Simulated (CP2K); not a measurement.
Two runs for the S L₂,₃ edge of 4-methylthiopyridine. Run A: CP2K XAS_TDP, all-electron GAPW, PBEh(45%), aug-cc-pVDZ, TDA, ZORA, spin–orbit coupling. Run B has a fault in its input.

First lines with a strength over 0.0003. A:

```tsv
atom	energy (eV)	states	strength, one atom
S2 (bonded to 2 C)	164.01	1	0.0019
	164.27	1	0.0014
	164.83	1	0.0006
	164.91	2	0.0004
	165.08	1	0.0007
```

B:

```tsv
atom	energy (eV)	states	strength, one atom
S2 (bonded to 2 C)	170.14	1	0.0007
	170.19	1	0.0007
	170.99	1	0.0017
	171.26	1	0.0036
	171.37	1	0.0007
```

Q: What went wrong in run B?

The plane-wave cutoff is far too low (cutoff (Ry) to 60). The lowest line over the strength cut lies at 170.14 eV, against 164.01 eV (PBEh(45%), aug-cc-pVDZ). Another fault could leave a like mark.

[Banner, clock and machine lines of the logs are left out without a mark of their own.]

[Logs are printed without paths, hosts, clocks, repeated set-up lines and the standing remarks that a program may print on its own settings, such as how far it seeks lower states.]

[Hosts, paths, dates, database ids (printed as entryN), source tags and the programs' standing remarks are cut or masked in the printed files.]
